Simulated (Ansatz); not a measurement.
## Decaying states in the gap of Li3OF

A new crystal, Li3OF: structure, gap and complex bands. It is built by putting F for Cl in the Li3ClO structure of space group Pm-3m, with the volume rescaled by atomic radii. The parent structure comes from the Materials Project.

Main program and level: Ansatz 0.2.0; LDA DFT, plane waves, PAW files, in the first sound run; inputs show where later runs differ.

The structure was built from a prototype and need not be the compound's stable phase.

### Step 1. Starting point

It takes space group Pm-3m (No. 221, cubic). Conventional cell: a = 3.745 Å, b = 3.745 Å, c = 3.745 Å, α = 90.00°, β = 90.00°, γ = 90.00°. Nearest to Li lie 2 O at 1.87 Å. Nearest to F lie 12 Li at 2.65 Å. Nearest to O lie 6 Li at 1.87 Å. It derives from Li3ClO. F for Cl in the Li3ClO structure of space group Pm-3m. Farther neighbours and most contacts between anions are not listed.

### Step 2. Cell and atoms at rest

The substituted atoms don't fit the parent's cell, so cell and atoms relax together. A small smearing keeps the run stable in case the gap closes on the way.

Contents of input.yaml:

```yaml
crystal:
  lattice:
    - [3.7445852882, 0.0, 0.0]
    - [0.0, 3.7445852882, 0.0]
    - [0.0, 0.0, 3.7445852882]
  atoms:
    - { symbol: Li, position: [0.0, 0.5, 0.5] }
    - { symbol: Li, position: [0.5, 0.0, 0.5] }
    - { symbol: Li, position: [0.5, 0.5, 0.0] }
    - { symbol: F, position: [0.0, 0.0, 0.0] }
    - { symbol: O, position: [0.5, 0.5, 0.5] }
kpoints:
  mp_grid: { grid: [6, 6, 6] }
scf:
  occupations: { method: gaussian, width: 0.03 }
hamiltonian:
  xc: lda
output:
  forces: true
  stress: true
relax:
  f_tol: 0.02
  max_steps: 60
  cell: {}
```

On the command line:

```console
$ ansatz run input.yaml --threads 2 --pin off --max-ram 4096MiB --backend cpu --events-out ev --progress --plain --runs-dir out
```

Numbers of over 12 decimals in the logs are rounded to 6 here.

The log of the run:

```text
Engine: ansatz 0.2.0, aarch64-unknown-linux-gnu
Pseudopotentials: kind: paw
Pseudopotential: Li, paw, valence charge 3, recommended cutoff 420 eV (normal), Li.paw.azcp
Pseudopotential: F, paw, valence charge 7, recommended cutoff 420 eV (normal), F.paw.azcp
Pseudopotential: O, paw, valence charge 6, recommended cutoff 420 eV (normal), O.paw.azcp
Functional definition: SPW92
  exchange = slater_x
  correlation = pw_c
Crystal: 5 atoms, lattice volume = 52.506 Å³
Basis set: ecut = 420 eV, 1021 PW (Γ)
Bands: 16, of which v1, the nominal top of the filled ones, is band 11 counted from 1 (10 counted from 0)
Symmetry: 48 space group operations
Space group: Pm-3m (ITA 221), of the structure as read, at distance tolerance 3.7e-5 Å
k-points: 20 of 216
Non-local potential: Li, projectors of the file, l = 0: 3, l = 1: 2, l = 2: 1
Non-local potential: F, projectors of the file, l = 0: 2, l = 1: 2, l = 2: 1
Non-local potential: O, projectors of the file, l = 0: 2, l = 1: 2, l = 2: 1
PAW form: soft (Blöchl's): semilocal exchange-correlation on the pseudo side does not see the compensation charge
PAW frozen core: F, regenerated for the run's functional, and the local potential with it (the file was generated under x = pbe(κ = 0.804, μ = 0.219515), c = pbe(β = 0.066725))
PAW frozen core: O, regenerated for the run's functional, and the local potential with it (the file was generated under x = pbe(κ = 0.804, μ = 0.219515), c = pbe(β = 0.066725))
PAW one-centre angular grid: Li, 110 points (default); XC on 64 Gauss nodes
PAW one-centre angular grid: F, 110 points (default); XC on 64 Gauss nodes
PAW one-centre angular grid: O, 110 points (default); XC on 64 Gauss nodes
Initial density: superposition of atomic densities (neutral atoms: chi_scale 0, normalization atom), corrected by the library's trained network
Initial wavefunctions: pseudopotential atomic-orbital guess
Functional: x = slater, c = lda
SCF iter   1: F=—  HF=-1959.379017 eV  |F-HF|=—  |Δ(HF+E_count)|=         —  Δρ=1.67e-2  dr2=1.46e-1  ethr=1.77e-3  ⟨swp⟩=5.0  Hψ=1472  notcnv=0
preconditioner: auto → none  [insulator: Δε(μ)=4.105 eV  Ē_g=14.352 eV  σ=0.030 eV  W_gap=1.00  n_scr=6 (ndim 8)  ℏωp=20.5 eV  f_vac=0.001  D(μ)=0.00/eV (n_scr^D=0)  ε∞_Penn≈3.0]
SCF iter   2: F=—  HF=-1959.331839 eV  |F-HF|=—  |Δ(HF+E_count)|=   4.72e-2  Δρ=3.75e-3  dr2=8.12e-3  ethr=6.62e-4  ⟨swp⟩=2.4  Hψ=607  notcnv=0  defer=18
SCF iter   3: F=—  HF=-1959.327479 eV  |F-HF|=—  |Δ(HF+E_count)|=   4.36e-3  Δρ=7.77e-4  dr2=2.73e-4  ethr=3.69e-5  ⟨swp⟩=2.0  Hψ=591  notcnv=0  defer=20
SCF iter   4: F=—  HF=-1959.327351 eV  |F-HF|=—  |Δ(HF+E_count)|=   1.28e-4  Δρ=7.20e-5  dr2=3.09e-6  ethr=1.24e-6  ⟨swp⟩=2.1  Hψ=501  notcnv=0  defer=20
SCF iter   5: F=—  HF=-1959.327352 eV  |F-HF|=—  |Δ(HF+E_count)|=   1.01e-6  Δρ=2.08e-5  dr2=1.18e-7  ethr=1.41e-8  ⟨swp⟩=2.7  Hψ=490  notcnv=0  defer=20
SCF iter   6: F=-1959.327352 eV  HF=-1959.327352 eV  |F-HF|=2.02e-9  |Δ(HF+E_count)|=   2.51e-8  Δρ=2.64e-6  dr2=2.83e-9  ethr=4.55e-10  ⟨swp⟩=3.0  Hψ=835  notcnv=0
SCF 1 converged in 6 iterations: F = -1959.327352 eV  dr2 = 2.83e-9
  greatest PAW one-centre occupation: 1.000 electrons in one spin orbital (limit 2), on the Li atom at site 2 (counted from 0), in its partial waves of l = 0
relax step   1: F+E_penalty+E_count = -1959.32735210 eV  Δ(F+E_penalty+E_count) = +0.000e0 eV  max|allowed force component| = 4.096e-30 eV/Å  Δτ_max = 0.0000 Å  P = -7.235 GPa  Ω = 52.506 Å³  (6 SCF iters, dr2 threshold 1.00e-7 eV, accepted)
Crystal: 5 atoms, lattice volume = 49.647 Å³
Basis set: ecut = 420 eV, 949 PW (Γ)
Initial density: handed on by an earlier stage of this run
Initial wavefunctions: those handed on with the density
iter 1 solved again at ethr=4.03e-4 eV; its pass at ethr=3.10e-3 eV (dr2=8.88e-2 eV) is discarded
SCF iter   1: F=—  HF=-1959.469368 eV  |F-HF|=—  |Δ(HF+E_count)|=         —  Δρ=1.17e-2  dr2=8.88e-2  ethr=4.03e-4  ⟨swp⟩=1.0  Hψ=1908  notcnv=0
preconditioner: auto → none  [insulator: Δε(μ)=4.813 eV  Ē_g=14.902 eV  σ=0.030 eV  W_gap=1.00  n_scr=6 (ndim 8)  ℏωp=21.1 eV  f_vac=0.000  D(μ)=0.00/eV (n_scr^D=0)  ε∞_Penn≈3.0]
SCF iter   2: F=—  HF=-1959.448318 eV  |F-HF|=—  |Δ(HF+E_count)|=   2.11e-2  Δρ=2.96e-3  dr2=1.00e-2  ethr=4.03e-4  ⟨swp⟩=2.0  Hψ=464  notcnv=0
SCF iter   3: F=—  HF=-1959.444659 eV  |F-HF|=—  |Δ(HF+E_count)|=   3.66e-3  Δρ=6.43e-4  dr2=5.04e-4  ethr=4.55e-5  ⟨swp⟩=2.0  Hψ=547  notcnv=0  defer=18
SCF iter   4: F=—  HF=-1959.444436 eV  |F-HF|=—  |Δ(HF+E_count)|=   2.22e-4  Δρ=1.04e-4  dr2=3.37e-6  ethr=2.29e-6  ⟨swp⟩=2.0  Hψ=354  notcnv=0  defer=18
SCF iter   5: F=—  HF=-1959.444439 eV  |F-HF|=—  |Δ(HF+E_count)|=   2.06e-6  Δρ=2.65e-5  dr2=1.80e-7  ethr=1.53e-8  ⟨swp⟩=2.1  Hψ=414  notcnv=0  defer=18
SCF iter   6: F=-1959.444439 eV  HF=-1959.444439 eV  |F-HF|=2.21e-10  |Δ(HF+E_count)|=   1.76e-8  Δρ=1.64e-6  dr2=8.79e-10  ethr=8.17e-10  ⟨swp⟩=2.0  Hψ=929  notcnv=0
SCF 2 converged in 6 iterations: F = -1959.444439 eV  dr2 = 8.79e-10
  greatest PAW one-centre occupation: 1.000 electrons in one spin orbital (limit 2), on the Li atom at site 1 (counted from 0), in its partial waves of l = 0
relax step   2: F+E_penalty+E_count = -1959.44443856 eV  Δ(F+E_penalty+E_count) = -1.171e-1 eV  max|allowed force component| = 2.998e-30 eV/Å  Δτ_max = 0.0000 Å  P = -4.414 GPa  Ω = 49.647 Å³  energy of the carried Pulay correction = +1.215e-2 eV  (6 SCF iters, dr2 threshold 5.00e-7 eV, accepted)
Crystal: 5 atoms, lattice volume = 45.754 Å³
Basis set: ecut = 420 eV, 895 PW (Γ)
iter 1 solved again at ethr=8.71e-4 eV; its pass at ethr=3.10e-3 eV (dr2=1.92e-1 eV) is discarded
SCF iter   1: F=—  HF=-1959.564851 eV  |F-HF|=—  |Δ(HF+E_count)|=         —  Δρ=1.82e-2  dr2=1.92e-1  ethr=8.71e-4  ⟨swp⟩=1.0  Hψ=1907  notcnv=0
preconditioner: auto → none  [insulator: Δε(μ)=5.288 eV  Ē_g=15.497 eV  σ=0.030 eV  W_gap=1.00  n_scr=6 (ndim 8)  ℏωp=22.0 eV  f_vac=0.000  D(μ)=0.00/eV (n_scr^D=0)  ε∞_Penn≈3.0]
SCF iter   2: F=—  HF=-1959.518057 eV  |F-HF|=—  |Δ(HF+E_count)|=   4.68e-2  Δρ=4.44e-3  dr2=2.03e-2  ethr=8.71e-4  ⟨swp⟩=2.0  Hψ=467  notcnv=0
SCF iter   3: F=—  HF=-1959.510470 eV  |F-HF|=—  |Δ(HF+E_count)|=   7.59e-3  Δρ=1.06e-3  dr2=1.19e-3  ethr=9.24e-5  ⟨swp⟩=2.0  Hψ=547  notcnv=0  defer=18
SCF iter   4: F=—  HF=-1959.509934 eV  |F-HF|=—  |Δ(HF+E_count)|=   5.36e-4  Δρ=1.47e-4  dr2=6.29e-6  ethr=5.39e-6  ⟨swp⟩=2.0  Hψ=365  notcnv=0  defer=18
SCF iter   5: F=—  HF=-1959.509932 eV  |F-HF|=—  |Δ(HF+E_count)|=   1.88e-6  Δρ=3.87e-5  dr2=3.30e-7  ethr=2.86e-8  ⟨swp⟩=2.0  Hψ=407  notcnv=0  defer=18
SCF iter   6: F=-1959.509932 eV  HF=-1959.509932 eV  |F-HF|=2.06e-10  |Δ(HF+E_count)|=   1.66e-8  Δρ=1.95e-6  dr2=8.82e-10  ethr=1.50e-9  ⟨swp⟩=2.0  Hψ=952  notcnv=0
SCF 3 converged in 6 iterations: F = -1959.509932 eV  dr2 = 8.82e-10
relax step   3: F+E_penalty+E_count = -1959.50993230 eV  Δ(F+E_penalty+E_count) = -6.549e-2 eV  max|allowed force component| = 4.434e-30 eV/Å  Δτ_max = 0.0000 Å  P = +0.799 GPa  Ω = 45.754 Å³  energy of the carried Pulay correction = +2.984e-2 eV  (6 SCF iters, dr2 threshold 5.00e-7 eV, accepted)
[...]
relax step   4: F+E_penalty+E_count = -1959.50856829 eV  Δ(F+E_penalty+E_count) = +1.364e-3 eV  max|allowed force component| = 4.145e-30 eV/Å  Δτ_max = 0.0000 Å  P = -0.071 GPa  Ω = 46.311 Å³  energy of the carried Pulay correction = +2.723e-2 eV  (6 SCF iters, dr2 threshold 5.00e-7 eV, accepted)
[...]
relax step   5: F+E_penalty+E_count = -1959.50879297 eV  Δ(F+E_penalty+E_count) = -2.247e-4 eV  max|allowed force component| = 5.515e-30 eV/Å  Δτ_max = 0.0000 Å  P = -0.001 GPa  Ω = 46.265 Å³  energy of the carried Pulay correction = +2.744e-2 eV  (6 SCF iters, dr2 threshold 1.26e-8 eV, accepted)
[...]
relax step   6: F+E_penalty+E_count = -1959.49403056 eV  Δ(F+E_penalty+E_count) = +1.476e-2 eV  max|allowed force component| = 4.733e-30 eV/Å  Δτ_max = 0.0000 Å  P = -0.595 GPa  Ω = 46.265 Å³  stress off target by 5.95e-1 GPa  SCF on the basis re-selected at this cell (its energy is not comparable with the rows above)  (6 SCF iters)
[...]
relax step   7: F+E_penalty+E_count = -1959.49654568 eV  Δ(F+E_penalty+E_count) = -2.515e-3 eV  max|allowed force component| = 4.395e-30 eV/Å  Δτ_max = 0.0000 Å  P = +0.031 GPa  Ω = 45.875 Å³  energy of the carried Pulay correction = +1.825e-3 eV  (6 SCF iters, dr2 threshold 5.00e-7 eV, accepted)
iter 1 solved again at ethr=1.50e-8 eV; its pass at ethr=3.10e-3 eV (dr2=3.30e-6 eV) is discarded
SCF iter   1: F=—  HF=-1959.494890 eV  |F-HF|=—  |Δ(HF+E_count)|=         —  Δρ=8.87e-5  dr2=5.37e-7  ethr=1.50e-8  ⟨swp⟩=3.0  Hψ=2291  notcnv=0
preconditioner: auto → none  [insulator: Δε(μ)=5.012 eV  Ē_g=15.486 eV  σ=0.030 eV  W_gap=1.00  n_scr=6 (ndim 8)  ℏωp=21.9 eV  f_vac=0.000  D(μ)=0.00/eV (n_scr^D=0)  ε∞_Penn≈3.0]
SCF iter   2: F=—  HF=-1959.494886 eV  |F-HF|=—  |Δ(HF+E_count)|=   3.15e-6  Δρ=3.68e-5  dr2=7.86e-8  ethr=2.44e-9  ⟨swp⟩=2.0  Hψ=466  notcnv=0
SCF iter   3: F=—  HF=-1959.494886 eV  |F-HF|=—  |Δ(HF+E_count)|=   1.32e-8  Δρ=7.34e-6  dr2=2.90e-9  ethr=3.57e-10  ⟨swp⟩=1.4  Hψ=384  notcnv=0
iter 4 did not close the SCF: its close was put off for the readings that it lacked (scf_convergence_deferred on its scf_iter line)
SCF iter   4: F=-1959.494886 eV  HF=-1959.494886 eV  |F-HF|=2.27e-12  |Δ(HF+E_count)|=   1.16e-9  Δρ=4.38e-7  dr2=2.96e-11  ethr=1.32e-11  ⟨swp⟩=2.7  Hψ=459  notcnv=0
iter 5 did not close the SCF: its close was put off for the readings that it lacked (scf_convergence_deferred on its scf_iter line)
SCF iter   5: F=-1959.494886 eV  HF=-1959.494886 eV  |F-HF|=1.14e-12  |Δ(HF+E_count)|=  2.73e-12  Δρ=9.34e-8  dr2=2.27e-12  ethr=1.00e-12  ⟨swp⟩=1.0  Hψ=320  notcnv=0
SCF iter   6: F=-1959.494886 eV  HF=-1959.494886 eV  |F-HF|=4.55e-13  |Δ(HF+E_count)|=  4.55e-13  Δρ=4.96e-9  dr2=1.45e-14  ethr=1.00e-12  ⟨swp⟩=2.0  Hψ=824  notcnv=0
SCF 8 converged in 6 iterations: F = -1959.494886 eV  dr2 = 1.45e-14
  greatest PAW one-centre occupation: 1.000 electrons in one spin orbital (limit 2), on the Li atom at site 0 (counted from 0), in its partial waves of l = 0
relax step   8: F+E_penalty+E_count = -1959.49488638 eV  Δ(F+E_penalty+E_count) = +1.659e-3 eV  max|allowed force component| = 4.470e-30 eV/Å  Δτ_max = 0.0000 Å  P = -0.015 GPa  Ω = 45.875 Å³  stress off target by 1.50e-2 GPa  SCF on the basis re-selected at this cell (its energy is not comparable with the rows above)  (6 SCF iters)
basis re-selected at this cell: Δ(F+E_penalty+E_count) = +1.659e-3 eV, ΔP = -0.046 GPa vs the last step (what re-selecting the basis moved, of the pressure what is left beyond the Pulay correction that the steps carried, after the strain that the cell walked since its last selection, with what the two solves' SCF thresholds leave and, on support functions, any second-order correction that the steps lacked; it is no m [...]
SCF converged after 6 iterations
Free energy (F): -1959.494886 eV
Harris-Foulkes:  -1959.494886 eV  (|F-HF|=4.55e-13)
Internal energy: -1959.494886 eV  (E = F + TS)
E sigma→0 (E₀):  -1959.494886 eV
Fermi energy:    3.966915 eV
--- Per-component energies (eV) ---
  E_band       = -305.508776
  E_kinetic    = 450.828807
  E_local      = -1306.077624  (includes V_loc(G=0)·N_el)
  E_nonlocal   = 27.480047
  E_hartree    = 450.017021
  E_xc         = -185.101684
  E_vxc        = -239.351186  (∫ρ·V_xc dr)
  E_paw        = -390.528512  (= ΣΔE_a)
  E_vpaw       = -138.427562  (= ΣTr[D̂ρ^β])
  E_aug_tail   = 0.004696  (compensation charges beyond the density's cutoff)
  E_ewald      = -1006.327810
  E_core_change = 0.210173  (= ΣΔE_core)
  E_smearing   = -0.000000  (= −TS)
  E_closure    = 0.000000  (closes the sum)
  Σ components = -1959.494886   (vs F -1959.494886, Δ=0.00e0)
--- Forces (eV/Å), atoms counted from 1 ---
  atom   1  Li     0.00000000     0.00000000    -0.00000000
  atom   2  Li     0.00000000    -0.00000000    -0.00000000
  atom   3  Li    -0.00000000     0.00000000    -0.00000000
  atom   4  F      0.00000000    -0.00000000     0.00000000
  atom   5  O      0.00000000     0.00000000    -0.00000000
  max |Σ_I F_I| component: 6.57e-30 eV/Å
--- Stress (GPa, compression-positive) ---
       -0.014977       0.000000      -0.000000
        0.000000      -0.014977       0.000000
       -0.000000       0.000000      -0.014977
  P = ⅓ Tr σ = -0.0150 GPa (-0.150 kbar)
--- Relaxed structure (6 steps of the walk, 6 accepted, 2 SCFs on fresh bases) ---
  F+E_penalty+E_count = -1959.49488638 eV   max|allowed force component| = 4.470e-30 eV/Å   (the final SCF, on the basis selected at the relaxed cell)
  cell:  # Å, volume = 45.8755 Å³
    - [3.579811, 0, 0]
    - [0, 3.579811, 0]
    - [0, 0, 3.579811]
  atoms:
    - { symbol: Li, position: [0, 0.5, 0.5] }
    - { symbol: Li, position: [0.5, 0, 0.5] }
    - { symbol: Li, position: [0.5, 0.5, 0] }
    - { symbol: F, position: [0, 0, 0] }
    - { symbol: O, position: [0.5, 0.5, 0.5] }
```

Wall time 4 s (2 threads of Arm Neoverse V2, shared host); peak memory 0.29 GiB; 7.3 s of CPU time.

Step by step:

| step | energy less that of the first step (eV) | largest force component (eV/Å) | pressure (GPa) | volume (Å³) |
| --- | --- | --- | --- | --- |
| 1 | 0.0000 | 0.0000 | -7.23 | 52.51 |
| 2 | -0.1171 | 0.0000 | -4.41 | 49.65 |
| 3 | -0.1826 | 0.0000 | 0.80 | 45.75 |
| 4 | -0.1812 | 0.0000 | -0.07 | 46.31 |
| 5 | -0.1814 | 0.0000 | 0.00 | 46.26 |
| 6* | -0.1667 | 0.0000 | -0.60 | 46.26 |
| 7 | -0.1692 | 0.0000 | 0.03 | 45.88 |
| 8* | -0.1675 | 0.0000 | -0.01 | 45.88 |

Relaxation steps marked * repeat the geometry before them on a plane-wave basis chosen anew for their cell, so energy and pressure can jump there.

The run keeps the 48 symmetry operations that it works with, so distortions that break them were not tested.

| conventional cell, symmetrised | before | after | change |
| --- | --- | --- | --- |
| a (Å) | 3.745 | 3.580 | -4.4 % |
| b (Å) | 3.745 | 3.580 | -4.4 % |
| c (Å) | 3.745 | 3.580 | -4.4 % |
| volume (Å³/atom) | 10.50 | 9.18 | -12.6 % |

The relaxed structure:

```cif
data_structure
_symmetry_space_group_name_H-M 'P 1'
_symmetry_Int_Tables_number 1
_cell_length_a 3.5798
_cell_length_b 3.5798
_cell_length_c 3.5798
_cell_angle_alpha 90.000
_cell_angle_beta 90.000
_cell_angle_gamma 90.000
_cell_volume 45.88
loop_
_atom_site_label
_atom_site_type_symbol
_atom_site_fract_x
_atom_site_fract_y
_atom_site_fract_z
_atom_site_occupancy
Li1 Li 0.00000 0.50000 0.50000 1
Li2 Li 0.50000 0.00000 0.50000 1
Li3 Li 0.50000 0.50000 0.00000 1
F4 F 0.00000 0.00000 0.00000 1
O5 O 0.50000 0.50000 0.50000 1
```

Numbers from this step:

```
free energy  : -1959.4949 eV
Fermi energy : 3.967 eV
pressure     : -0.01498 GPa
```

The largest force component on a free atom ends at 4.5e-30 eV/Å.

(Part 1 of 3 ends here.)

[Logs are printed without paths, hosts, clocks, repeated set-up lines and the standing remarks that a program may print on its own settings, such as how far it seeks lower states.]

[Hosts, paths, dates, database ids (printed as entryN), source tags and the programs' standing remarks are cut or masked in the printed files.]
